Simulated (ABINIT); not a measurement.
# A GW chain in ABINIT: SrTiO3 (Tausonite), part 3 of 3

Aim: the G0W0 gap of SrTiO3 (Tausonite) on PBE, step by step.

ABINIT 10.8.3; PBE and many-body steps on it, plane waves. Known limits of the many-body steps: not at the basis limit; no spin-orbit coupling; coarse k mesh.

So far. Step 4 (Empty states on the mesh, 4×4×4 mesh, 155 bands): On this mesh the gap is 1.908 eV. Step 5 (Screening, 4×4×4 mesh, 147 bands, screening to 130.6 eV): Local fields lower ε∞ by 5 %. On a Γ-centred mesh this coarse the value itself is usually too large, while a short band sum pulls it down.

**6. Self-energy, 4×4×4 mesh, 147 bands, screening to 130.6 eV**

The self-energy is evaluated for the states that the input lists, and the levels follow from it, in one-shot runs by the linearised quasiparticle equation.

This step: G0W0 on PBE, plane waves, norm-conserving pseudopotentials.

The input, run.abi:

```
acell 3*1.0 Angstrom
rprim 
  3.905280000000 0.000000000000 0.000000000000
  0.000000000000 3.905280000000 0.000000000000
  0.000000000000 0.000000000000 3.905280000000
ntypat 3
znucl 38 22 8
natom 5
typat 1 2 3 3 3
xred 
  0.500000000000 0.500000000000 0.500000000000
  0.000000000000 0.000000000000 0.000000000000
  0.500000000000 0.000000000000 0.000000000000
  0.000000000000 0.500000000000 0.000000000000
  0.000000000000 0.000000000000 0.500000000000
pp_dirpath "pseudos"
pseudos "Sr.upf, Ti.upf, O.upf"
ecut 38
ngkpt 4 4 4
nshiftk 1
shiftk 0 0 0
kptopt 1
chksymbreak 0
istwfk *1
occopt 1
irdwfk 1
optdriver 4
nband 147
gwcalctyp 0
ecutsigx 38
symsigma 1
nkptgw 10
kptgw 
  0.0000000000 0.0000000000 0.0000000000
  0.2500000000 0.0000000000 0.0000000000
  0.5000000000 0.0000000000 0.0000000000
  0.2500000000 0.2500000000 0.0000000000
  0.5000000000 0.2500000000 0.0000000000
  0.5000000000 0.5000000000 0.0000000000
  0.2500000000 0.2500000000 0.2500000000
  0.5000000000 0.2500000000 0.2500000000
  0.5000000000 0.5000000000 0.2500000000
  0.5000000000 0.5000000000 0.5000000000
bdgw 
  12 31
  12 31
  12 31
  12 31
  12 31
  12 31
  12 31
  12 31
  12 31
  12 31
ecuteps 4.8
irdscr 1
ppmodel 1
indata_prefix "in"
outdata_prefix "out"
tmpdata_prefix "tmp"
```

The run is started by

```console
OMP_NUM_THREADS=1 mpirun -n 4 abinit run.abi > log
```

Numbers of over 12 decimals in the logs are rounded to 6 here.

Log:

```text
.Version 10.8.3 of ABINIT. v10.8.2 released Aug 2026.

 Symmetries : space group Pm -3 m (#221); Bravais cP (primitive cubic)
[... echo of the input left out ...]
== DATASET  1 ==================================================================
-   mpi_nproc: 4, omp_nthreads: 1 (-1 if OMP is not activated)

--- !DatasetInfo
iteration_state: {dtset: 1, }
dimensions: {natom: 5, nkpt: 10, mband: 147, nsppol: 1, nspinor: 1, nspden: 1, mpw: 4632, }
cutoff_energies: {ecut:  38.0, pawecutdg:  -1.0, }
electrons: {nelect:   4.00000000E+01, charge:   0.00000000E+00, occopt:   1.00000000E+00, tsmear:   1.00000000E-02, }

 SIGMA: Calculation of the GW corrections

 Based on a program developped by R.W. Godby, V. Olevano, G. Onida, and L. Reining.
 Incorporated in ABINIT by V. Olevano, G.-M. Rignanese, and M. Torrent.
.Using double precision arithmetic ; gwpc =  8

[... cell and pseudopotentials left out ...]
--------------------------------------------------------------------------------

 ==== K-mesh for the wavefunctions ====
 Number of points in the irreducible wedge :    10
[... list of points left out ...]
 Together with 48 symmetry operations and time-reversal symmetry
 yields    64 points in the full Brillouin Zone.

 ==== Q-mesh for screening function ====
 Number of points in the irreducible wedge :    10
[... list of points left out ...]
 Together with 48 symmetry operations and time-reversal symmetry
 yields    64 points in the full Brillouin Zone.

 vcoul_init : cutoff-mode = AUXILIARY_FUNCTION
 q-points for optical limit:   1
     1)      0.000010    0.000020    0.000030
 setmesh: FFT mesh size selected  =    45x   45x   45
          total number of points  =        91125

 Number of electrons calculated from density =   40.0000; Expected =   40.0000
 average of density, n =  0.099519
 r_s =    1.3387
 omega_plasma =   30.4305 [eV]

 === KS Band Gaps ===
  >>>> For spin  1
   Minimum direct gap =   2.2628 [eV], located at k-point      :   0.0000  0.0000  0.0000
   Fundamental gap    =   1.9077 [eV], Top of valence bands at :   0.5000  0.5000  0.5000
                                       Bottom of conduction at :   0.0000  0.0000  0.0000
 SIGMA fundamental parameters:
 PLASMON POLE MODEL  1
 number of plane-waves for SigmaX                 4457
 number of plane-waves for SigmaC and W            203
 number of plane-waves for wavefunctions          4457
 number of bands                                   147
 number of independent spin polarizations            1
 number of spinorial components                      1
 number of k-points in IBZ                          10
 number of q-points in IBZ                          10
 number of symmetry operations                      48
 number of k-points in BZ                           64
 number of q-points in BZ                           64
 number of frequencies for dSigma/dE                 9
 frequency step for dSigma/dE [eV]                0.25
 number of omega for Sigma on real axis              0
 max omega for Sigma on real axis  [eV]           0.00
 zcut for avoiding poles [eV]                     0.10

 EPSILON^-1 parameters (SCR file):
 dimension of the eps^-1 matrix on file            203
 dimension of the eps^-1 matrix used               203
 number of plane-waves for wavefunctions          4457
 number of bands                                   147
 number of q-points in IBZ                          10
 number of frequencies                               2
 number of real frequencies                          1
 number of imag frequencies                          1

 matrix elements of self-energy operator (all in [eV])

 Perturbative Calculation

--- !SelfEnergy_ee
iteration_state: {dtset: 1, }
kpoint     : [   0.000,    0.000,    0.000, ]
spin       : 1
KS_gap     :    2.263
QP_gap     :    3.837
Delta_QP_KS:    1.575
data: !SigmaeeData |
     Band     E0 <VxcDFT>   SigX SigC(E0)      Z dSigC/dE  Sig(E)    E-E0       E
       12   4.114 -18.439 -24.201   5.089   0.763  -0.310 -18.952  -0.513   3.601
       13   4.114 -18.439 -24.201   5.089   0.763  -0.310 -18.952  -0.513   3.601
       14   4.114 -18.439 -24.201   5.089   0.763  -0.310 -18.952  -0.513   3.601
       15   5.759 -18.985 -24.202   4.867   0.768  -0.302 -19.254  -0.268   5.491
       16   5.759 -18.985 -24.202   4.867   0.768  -0.302 -19.254  -0.268   5.491
       17   5.759 -18.985 -24.202   4.867   0.768  -0.302 -19.254  -0.268   5.491
       18   6.570 -20.542 -25.366   4.700   0.775  -0.290 -20.638  -0.096   6.474
       19   6.570 -20.542 -25.366   4.700   0.775  -0.290 -20.638  -0.096   6.474
       20   6.570 -20.542 -25.366   4.700   0.775  -0.290 -20.638  -0.096   6.474
       21   8.833 -18.883 -11.450  -5.545   0.783  -0.277 -17.404   1.479  10.312
[...]
--- !SelfEnergy_ee
iteration_state: {dtset: 1, }
kpoint     : [   0.250,    0.000,    0.000, ]
spin       : 1
KS_gap     :    2.584
QP_gap     :    4.223
Delta_QP_KS:    1.638
data: !SigmaeeData |
     Band     E0 <VxcDFT>   SigX SigC(E0)      Z dSigC/dE  Sig(E)    E-E0       E
[...]
--- !SelfEnergy_ee
iteration_state: {dtset: 1, }
kpoint     : [   0.500,    0.000,    0.000, ]
spin       : 1
KS_gap     :    2.804
QP_gap     :    4.509
Delta_QP_KS:    1.705
data: !SigmaeeData |
     Band     E0 <VxcDFT>   SigX SigC(E0)      Z dSigC/dE  Sig(E)    E-E0       E
[...]
--- !SelfEnergy_ee
iteration_state: {dtset: 1, }
kpoint     : [   0.250,    0.250,    0.000, ]
spin       : 1
KS_gap     :    3.654
QP_gap     :    5.446
Delta_QP_KS:    1.793
data: !SigmaeeData |
     Band     E0 <VxcDFT>   SigX SigC(E0)      Z dSigC/dE  Sig(E)    E-E0       E
[...]
--- !SelfEnergy_ee
iteration_state: {dtset: 1, }
kpoint     : [   0.500,    0.250,    0.000, ]
spin       : 1
KS_gap     :    3.662
QP_gap     :    5.485
Delta_QP_KS:    1.823
data: !SigmaeeData |
     Band     E0 <VxcDFT>   SigX SigC(E0)      Z dSigC/dE  Sig(E)    E-E0       E
[...]
--- !SelfEnergy_ee
iteration_state: {dtset: 1, }
kpoint     : [   0.500,    0.500,    0.000, ]
spin       : 1
KS_gap     :    3.925
QP_gap     :    5.768
Delta_QP_KS:    1.844
data: !SigmaeeData |
     Band     E0 <VxcDFT>   SigX SigC(E0)      Z dSigC/dE  Sig(E)    E-E0       E
[...]
--- !SelfEnergy_ee
iteration_state: {dtset: 1, }
kpoint     : [   0.250,    0.250,    0.250, ]
spin       : 1
KS_gap     :    4.015
QP_gap     :    5.857
Delta_QP_KS:    1.842
data: !SigmaeeData |
     Band     E0 <VxcDFT>   SigX SigC(E0)      Z dSigC/dE  Sig(E)    E-E0       E
[...]
--- !SelfEnergy_ee
iteration_state: {dtset: 1, }
kpoint     : [   0.500,    0.250,    0.250, ]
spin       : 1
KS_gap     :    4.045
QP_gap     :    5.892
Delta_QP_KS:    1.847
data: !SigmaeeData |
     Band     E0 <VxcDFT>   SigX SigC(E0)      Z dSigC/dE  Sig(E)    E-E0       E
[...]
--- !SelfEnergy_ee
iteration_state: {dtset: 1, }
kpoint     : [   0.500,    0.500,    0.250, ]
spin       : 1
KS_gap     :    4.166
QP_gap     :    6.015
Delta_QP_KS:    1.849
data: !SigmaeeData |
     Band     E0 <VxcDFT>   SigX SigC(E0)      Z dSigC/dE  Sig(E)    E-E0       E
[...]
--- !SelfEnergy_ee
iteration_state: {dtset: 1, }
kpoint     : [   0.500,    0.500,    0.500, ]
spin       : 1
KS_gap     :    4.517
QP_gap     :    6.391
Delta_QP_KS:    1.875
data: !SigmaeeData |
     Band     E0 <VxcDFT>   SigX SigC(E0)      Z dSigC/dE  Sig(E)    E-E0       E
[...]
27  15.359 -24.509 -15.285  -6.416   0.731  -0.367 -22.455   2.054  17.413
       28  15.359 -24.509 -15.285  -6.416   0.731  -0.367 -22.455   2.054  17.413
       29  16.662 -12.981  -6.411  -4.759   0.860  -0.162 -11.423   1.559  18.221
       30  16.662 -12.981  -6.411  -4.759   0.860  -0.162 -11.423   1.559  18.221
       31  17.173  -9.824  -4.349  -4.839   0.847  -0.181  -9.285   0.538  17.711

 New Fermi energy :        3.151292E-01 Ha ,    8.575102E+00 eV

 === QP Band Gaps ===
  >>>> For spin  1
   Minimum direct gap =   3.8374 [eV], located at k-point      :   0.0000  0.0000  0.0000
   Fundamental gap    =   3.4732 [eV], Top of valence bands at :   0.5000  0.5000  0.5000
                                       Bottom of conduction at :   0.0000  0.0000  0.0000

== END DATASET(S) ==============================================================
================================================================================

 -outvars: echo values of variables after computation  --------
           etotal      0.0000000000E+00
            nband         147
             nkpt          10
          spgroup         221
 [... the other variables as echoed above ...]

 Calculation completed.
```

It took 11 min on 4 MPI ranks of Arm Neoverse N1, shared host; peak memory 2.1 GiB; 45 min of CPU time.

This step gave:

```yaml
g0w0_gap_on_the_mesh: 3.473 eV
starting_gap_on_the_mesh: 1.908 eV
k_of_the_valence_top: 0.5, 0.5, 0.5
k_of_the_conduction_bottom: 0, 0, 0
z_at_the_valence_top: 0.77
z_at_the_conduction_bottom: 0.783
least_direct_g0w0_gap_on_the_computed_points: 3.838 eV
```

The gap on the mesh goes from 1.91 eV to 3.47 eV, a correction of +1.57 eV.

Limits: finite bands, cutoff and mesh; no spin-orbit coupling; coarse k mesh. v1 is the top filled band, c1 the lowest empty one. Levels before and after the correction, in eV, zero at the valence-band top of each column:

```csv
,conduction bottom,valence top
Kohn-Sham,1.91,0.00
G0W0,3.47,0.00
```

```csv
,level,energy (eV)
Kohn-Sham,Γ v3-v1,-0.355
Kohn-Sham,Γ c1-c3,1.908
Kohn-Sham,(0.5 0.5 0.5) v3-v1,0.000
Kohn-Sham,(0.5 0.5 0.5) c1-c3,4.517
G0W0,Γ v3-v1,-0.365
G0W0,Γ c1-c3,3.473
G0W0,(0.5 0.5 0.5) v3-v1,0.000
G0W0,(0.5 0.5 0.5) c1-c3,6.391
```

**7. Where the time went**

Times are wall times on 4 MPI ranks of Arm Neoverse N1, shared host, good to a factor of about two.

```csv
step,time,share,memory (GiB)
ground state,59 s,5 %,0.34
bands along the symmetry lines,62 s,5 %,0.37
empty states on the mesh,4.8 min,23 %,4.6
screening,2.9 min,14 %,1.2
self-energy,11 min,54 %,2.1
```

**8. Summary of results**

```json
{"PBE gap": "1.91 eV, indirect", "G0W0 gap on the mesh": "3.47 eV", "GW settings": "4×4×4 mesh, 147 bands, screening to 130.6 eV, Godby-Needs plasmon pole", "known limits": "not at the basis limit; no spin-orbit coupling; coarse k mesh"}
```

What this shows: G0W0 moves the gap on the mesh from 1.91 eV to 3.47 eV (+1.57 eV), with Z of 0.77 and 0.78 at the edges. Local fields lower the RPA ε∞ on this mesh from 6.77 to 6.41; a Γ-centred mesh this coarse tends to raise both, most where the direct gap is narrow, while a short band sum lowers them. The dearest step here is «self-energy». Against experiment, by G0W0@PBE: the direct gap of 3.84 eV lies +0.07 eV from the measured 3.77 eV (direct, 300 K, 2013). An exciton line or allowed optical edge lies below the quasiparticle gap by the binding energy; a forbidden edge can push the onset above it. The calculation has static nuclei and no excitons; a measured gap holds zero-point and thermal motion, which mostly lowers it. Bands and cutoff are finite, so the gap is not at the basis limit. The miss can reach some tenths of an eV and take either sign; the mesh is an error of its own. The 4×4×4 mesh is coarse for this cell, which bears on the long-range parts of exchange and screening. This is the ideal cubic cell; many perovskites, halides above all, are cubic only on average, and local tilts or off-centring can widen the gap. The many-body steps are scalar-relativistic: spin-orbit coupling is not in them.

[Paths, hosts, dates, memory and timing lines, banners, echoed tables and standing remarks are left out of the program output.]

[Logs are printed without paths, hosts, clocks, repeated set-up lines and the standing remarks that a program may print on its own settings, such as how far it seeks lower states.]

[Runs of the session that timed out or met a known fault of the program may be left out.]

[Hosts, paths, dates, database ids (printed as entryN), source tags and the programs' standing remarks are cut or masked in the printed files.]

[G0W0 gaps are taken among the corrected bands and points alone; a level outside them can change the order at an edge.]

[Where Ansatz stands beside ABINIT at settings called matched, ABINIT's density can come from a denser mesh and the files from another edition; pairs whose starting gaps differed by over 0.03 eV were left out, so agreement reads better than it is.]
